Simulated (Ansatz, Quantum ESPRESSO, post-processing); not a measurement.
# Ballistic transmission: Cu(111) with five reversed steps (a twin lamella), part 4 of 4

Wanted: the transmission near the Fermi level and the conductance of this junction: Cu(111) with five reversed steps (a twin lamella).

Quantum ESPRESSO 7.5; plane-wave DFT, LDA, GBRV ultrasoft pseudopotentials; cross-check by Ansatz 0.2.0 with PAW datasets.

So far. Step 3 (The open system): At no point does T exceed the number of channels. Step 5 (Transmission with pwcond.x, with ikind = 2): The message: “init_orbitals (1): Too big atomic spheres”. ikind = 2 asks for a second, right-hand lead, for which no boundary (bdr) or run was given; ikind = 1 fits one lead on both sides.

## 6. Cross-check with Ansatz

A second code with its own PAW datasets, on the same atoms.

Level of this step: plane-wave DFT, LDA, Ansatz PAW (Ansatz 0.2.0).

input.yaml reads:

```yaml
crystal:
  lattice:
    - [2.5738686835, 0.0, 0.0]
    - [1.2869343418, 2.2290356659, 0.0]
    - [0.0, 0.0, 39.9295446172]
  atoms:
    - { symbol: Cu, position: [0.0, 0.0, 0.0] }
    - { symbol: Cu, position: [0.333333333, 0.333333333, 0.0526315789] }
    - { symbol: Cu, position: [0.666666667, 0.666666667, 0.1052631579] }
    - { symbol: Cu, position: [0.0, 0.0, 0.1578947368] }
    - { symbol: Cu, position: [0.333333333, 0.333333333, 0.2105263158] }
    - { symbol: Cu, position: [0.666666667, 0.666666667, 0.2631578947] }
    - { symbol: Cu, position: [0.333333333, 0.333333333, 0.3157894737] }
    - { symbol: Cu, position: [0.0, 0.0, 0.3684210526] }
    - { symbol: Cu, position: [0.666666667, 0.666666667, 0.4210526316] }
    - { symbol: Cu, position: [0.333333333, 0.333333333, 0.4736842105] }
    - { symbol: Cu, position: [0.0, 0.0, 0.5263157895] }
    - { symbol: Cu, position: [0.333333333, 0.333333333, 0.5789473684] }
    - { symbol: Cu, position: [0.666666667, 0.666666667, 0.6315789474] }
    - { symbol: Cu, position: [0.0, 0.0, 0.6842105263] }
    - { symbol: Cu, position: [0.333333333, 0.333333333, 0.7368421053] }
    - { symbol: Cu, position: [0.666666667, 0.666666667, 0.7894736842] }
    - { symbol: Cu, position: [0.0, 0.0, 0.8421052632] }
    - { symbol: Cu, position: [0.333333333, 0.333333333, 0.8947368421] }
    - { symbol: Cu, position: [0.666666667, 0.666666667, 0.9473684211] }
kpoints:
  mp_grid: { grid: [11, 11, 1] }
hamiltonian:
  xc: lda
scf:
  occupations: { method: fermi_dirac, width: 0.1 }
  convergence: { dr2_threshold: 1.0e-08 }
output:
  transmission: { leads: [[0, 3]], e_range: [-0.4, 0.4], de: 0.4, kmesh: [10, 10] }
  write_potential: true
  write_density: true
  volumetric_format: npy
```

On the command line:

```
$ ansatz run input.yaml --threads 4 --pin off --max-ram 8192MiB --backend cpu --events-out ev --progress --plain --runs-dir out
```

Numbers of over 12 decimals in the logs are rounded to 6 here.

Log:

```text
Engine: ansatz 0.2.0, aarch64-unknown-linux-gnu
Pseudopotentials: kind: paw
Pseudopotential: Cu, paw, valence charge 19, recommended cutoff 420 eV (normal), Cu.paw.azcp
Functional definition: SPW92
  exchange = slater_x
  correlation = pw_c
Crystal: 19 atoms, lattice volume = 229.086 Å³
Basis set: ecut = 420 eV, 4579 PW (Γ)
Bands: 217, of which v1, the nominal top of the filled ones, is band 181 counted from 1 (180 counted from 0)
Symmetry: 12 space group operations
Space group: P-3m1 (ITA 164), of the structure as read, at distance tolerance 6.1e-5 Å
k-points: 16 of 121
Non-local potential: Cu, projectors of the file, l = 0: 3, l = 1: 2, l = 2: 3, l = 3: 1
PAW form: soft (Blöchl's): semilocal exchange-correlation on the pseudo side does not see the compensation charge
PAW frozen core: Cu, regenerated for the run's functional, and the local potential with it (the file was generated under x = pbe(κ = 0.804, μ = 0.219515), c = pbe(β = 0.066725))
PAW one-centre angular grid: Cu, 590 points (default); XC on 64 Gauss nodes
Initial density: superposition of atomic densities (neutral atoms: chi_scale 0, normalization atom), corrected by the library's trained network
Initial wavefunctions: pseudopotential atomic-orbital guess
Functional: x = slater, c = lda
SCF iter   1: F=—  HF=-124557.807228 eV  |F-HF|=—  |Δ(HF+E_count)|=         —  Δρ=2.40e-2  dr2=6.06e-1  ethr=1.77e-3  ⟨swp⟩=4.9  Hψ=10746  notcnv=0  defer=238
preconditioner: auto → Kerker (q_TF=auto, 2.943 Å⁻¹)  [metal: Δε(μ)=0.053 eV  Ē_g=10.331 eV  σ=0.100 eV  W_gap=0.13  n_scr=102 (ndim 8)  ℏωp=35.5 eV  f_vac=0.000  D(μ)=5.95/eV (n_scr^D=26)]
SCF iter   2: F=—  HF=-124557.663473 eV  |F-HF|=—  |Δ(HF+E_count)|=   1.44e-1  Δρ=2.36e-3  dr2=5.89e-3  ethr=1.68e-4  ⟨swp⟩=2.1  Hψ=5738  notcnv=0  defer=371
SCF iter   3: F=—  HF=-124557.659065 eV  |F-HF|=—  |Δ(HF+E_count)|=   4.41e-3  Δρ=2.61e-3  dr2=7.47e-3  ethr=1.63e-6  ⟨swp⟩=2.1  Hψ=5748  notcnv=0  defer=371
SCF iter   4: F=—  HF=-124557.657014 eV  |F-HF|=—  |Δ(HF+E_count)|=   2.05e-3  Δρ=9.46e-4  dr2=1.29e-3  ethr=1.63e-6  ⟨swp⟩=2.2  Hψ=4414  notcnv=0  defer=371
SCF iter   5: F=—  HF=-124557.656838 eV  |F-HF|=—  |Δ(HF+E_count)|=   1.76e-4  Δρ=2.89e-4  dr2=2.39e-4  ethr=3.57e-7  ⟨swp⟩=1.4  Hψ=3249  notcnv=0  defer=371
SCF iter   6: F=—  HF=-124557.656813 eV  |F-HF|=—  |Δ(HF+E_count)|=   2.45e-5  Δρ=1.01e-4  dr2=9.82e-5  ethr=6.61e-8  ⟨swp⟩=1.1  Hψ=3139  notcnv=0  defer=371
SCF iter   7: F=—  HF=-124557.656840 eV  |F-HF|=—  |Δ(HF+E_count)|=   2.64e-5  Δρ=3.54e-5  dr2=1.83e-5  ethr=2.72e-8  ⟨swp⟩=1.1  Hψ=3102  notcnv=0  defer=371
SCF iter   8: F=—  HF=-124557.656684 eV  |F-HF|=—  |Δ(HF+E_count)|=   1.56e-4  Δρ=2.65e-5  dr2=7.87e-6  ethr=5.07e-9  ⟨swp⟩=1.1  Hψ=3190  notcnv=0  defer=371
SCF iter   9: F=—  HF=-124557.656683 eV  |F-HF|=—  |Δ(HF+E_count)|=   3.24e-7  Δρ=5.01e-6  dr2=1.42e-7  ethr=2.18e-9  ⟨swp⟩=1.0  Hψ=3101  notcnv=0  defer=371
SCF iter  10: F=—  HF=-124557.656683 eV  |F-HF|=—  |Δ(HF+E_count)|=   3.89e-9  Δρ=3.63e-6  dr2=1.12e-7  ethr=3.93e-11  ⟨swp⟩=2.3  Hψ=4609  notcnv=0  defer=371
SCF iter  11: F=—  HF=-124557.656683 eV  |F-HF|=—  |Δ(HF+E_count)|=   4.23e-9  Δρ=8.94e-7  dr2=1.25e-8  ethr=3.09e-11  ⟨swp⟩=1.0  Hψ=3101  notcnv=0  defer=371
SCF iter  12: F=-124557.656683 eV  HF=-124557.656683 eV  |F-HF|=5.91e-9  |Δ(HF+E_count)|=  2.04e-10  Δρ=5.07e-7  dr2=5.71e-9  ethr=2.77e-12  ⟨swp⟩=7.9  Hψ=12018  notcnv=0
SCF 1 converged in 12 iterations: F = -124557.656683 eV  dr2 = 5.71e-9
  greatest PAW one-centre occupation: 1.000 electrons in one spin orbital (limit 2), on the Cu atom at site 10 (counted from 0), in its partial waves of l = 0
transmission: 72 of 700 steps passed
transmission: 140 of 700 steps passed
[...]
transmission: 700 of 700 steps passed
SCF converged after 12 iterations
Free energy (F): -124557.656683 eV
Harris-Foulkes:  -124557.656683 eV  (|F-HF|=5.91e-9)
Internal energy: -124557.466326 eV  (E = F + TS)
E sigma→0 (E₀):  -124557.561505 eV
Entropy (-TS):   -0.190358 eV (-10.019 meV/atom)
Fermi energy:    15.934320 eV
--- Per-component energies (eV) ---
  E_band       = -7055.361953
  E_kinetic    = 5703.426381
  E_local      = -77723.813686  (includes V_loc(G=0)·N_el)
  E_nonlocal   = 7490.187149
  E_hartree    = 34129.995753
  E_xc         = -1689.232908
  E_vxc        = -2190.751120  (∫ρ·V_xc dr)
  E_paw        = -30274.383616  (= ΣΔE_a)
  E_vpaw       = -8594.403576  (= ΣTr[D̂ρ^β])
  E_aug_tail   = 0.003475  (compensation charges beyond the density's cutoff)
  E_ewald      = -62202.192414
  E_core_change = 8.543541  (= ΣΔE_core)
  E_smearing   = -0.190358  (= −TS)
  E_closure    = -0.000000  (closes the sum)
  Σ components = -124557.656683   (vs F -124557.656683, Δ=0.00e0)
--- Band table (eV; the first three rows and the last of 16) ---
  k-point 0: bands = [... 177 lower, 14.1107, 14.1213, 14.1213, 14.2106, 14.2106, 14.2249, 14.2249, 14.2689, ... 32 higher]
  k-point 1: bands = [... 177 lower, 14.1621, 14.1678, 14.1916, 14.2545, 14.2656, 14.2717, 14.2889, 14.5033, ... 32 higher]
  k-point 2: bands = [... 177 lower, 14.2230, 14.2654, 14.2921, 14.3083, 14.3763, 14.5871, 14.7723, 15.2172, ... 32 higher]
  k-point 15: bands = [... 177 lower, 18.3416, 18.3638, 18.4844, 18.5882, 18.6487, 18.8354, 19.0657, 19.1159, ... 32 higher]
--- Transmission ---
  basis      : 55 plane waves across, 50 finite elements along
  points     : 14, standing for a mesh of 10 x 10
  energies   : 3 from -0.400000 to 0.400000 eV about the Fermi level, 0.400000 eV apart; the leads are filled to 0.000000 eV, and channels, transmission and decay are at 0.000000 eV
  crystal 0  : Cu3, at the sites [0, 3], period 6.3047 Å, over 31.52 Å; its Hamiltonian steps by up to 1.6 meV
    offset         : up to 0.0000 Å between an atom of the period and one for which it stands
    channels       : 8.700000e-1 a spin
    conductance    : none, the energies end too early or step too widely for 300 K: set another output.transmission.e_range or a lower de, or, where they end at an eighth of basis.ecutwfc, a higher one
    slowest decay  : 0.1743 /Å at (0.0000, 0.0000)
  junction   : crystal 0 to crystal 0, -3.85 to 29.77 Å
    transmission   : 8.530574e-1 a spin
    conductance    : none, the energies end too early or step too widely for 300 K: set another output.transmission.e_range or a lower de, or, where they end at an eighth of basis.ecutwfc, a higher one
```

It took 18 s on 4 threads of Arm Neoverse V2, shared host; peak memory 1.5 GiB; 70 s of CPU time.

Numbers from this step:

```
free energy                                  : -124557.6567 eV
energy at zero smearing                      : -124557.5615 eV
smearing term TS                             : 0.1904 eV
Fermi energy                                 : 15.93 eV
symmetry operations                          : 12
transmission at the Fermi level, one spin    : 0.8531
step of the lead's Hamiltonian over a period : 1.6 meV
```

Per spin; mean over the k mesh across the current. Transmission, zone mean against energy, zero at the Fermi level:

```
energy (eV)  transmission, zone mean
     -0.400                    0.721
      0.000                    0.853
      0.400                    0.794
```

Per spin; mean over the k mesh across the current. The open channels, zone mean by energy, zero at the Fermi level:

```
energy (eV)  open channels, zone mean
     -0.400                      0.75
      0.000                      0.87
      0.400                      0.81
```

Ansatz finds T = 0.853 against pwcond's 0.850.

## 7. All levels side by side

All levels:

```
                   step  T at the Fermi level (per spin)  conductance (G0)  r.m.s. T(E) from the first  CPU time of the step (s)  peak memory (GiB)
                 Ansatz                           0.8531                 -                           0                     69.68              1.459
                 pwcond                           0.8503            0.8503                    0.003381                       190               0.27
pwcond, changed setting                           0.8512            0.8512                    0.003183                     188.6               0.27
```

Per spin; mean over the k mesh across the current. The transmission, zone mean by energy, zero at the Fermi level:

```
energy (eV)  Ansatz  pwcond  pwcond, changed setting
     -0.400   0.721   0.726                    0.726
      0.000   0.853   0.850                    0.851
      0.400   0.794   0.793                    0.793
```

## 8. The arithmetic

The Landauer sum over the mesh, Σ w T = 0.1200 × 1 + 0.1200 × 1 + 0.1200 × 0.996 + … = 0.8503.

G = 0.85 × 77.48 µS = 65.9 µS a cell. Times the area of 5.737 Å², the resistance-area product is A/G = 0.871 fΩ m², the leads' contact resistance included.

Free electrons at 1 an atom (3 atoms in 36.2 Å³) have k_F = 1.349 1/Å and offer A k_F²/4π = 0.83 channels per spin; the lead has 0.87 on this mesh.

## 9. Outcome

```
conductance from T at the Fermi level, a cell (G₀ = 2e²/h) : 0.850 G₀
conductance per area                                       : 1148 S/μm²
lead channels per spin                                     : 0.87
the same conductance by Ansatz                             : 0.853 G₀
```

What this shows: The junction conducts 0.850 G₀ a cell at the Fermi level (LDA, GBRV ultrasoft). At the Fermi level the junction passes 98 % of what the leads offer, nearly all. At the Fermi level pwcond and Ansatz differ by 0.32 %, a close match. The mean rests on 14 distinct points, the heaviest weighing 0.12, and the mesh was not tested, so even the second digit is unsure. Over -0.4 to 0.4 eV, T lies between 0.73 and 0.85 per spin. The geometry is as built, not relaxed, and the leads are short.

[Logs are printed without paths, hosts, clocks, repeated set-up lines and the standing remarks that a program may print on its own settings, such as how far it seeks lower states.]

[Hosts, paths, dates, database ids (printed as entryN), source tags and the programs' standing remarks are cut or masked in the printed files.]

[Maps of the electrostatic potential energy from Ansatz leave out the sawtooth potential of an applied field or a dipole correction, so their vacuum need not be flat; planar profiles and work functions include it.]
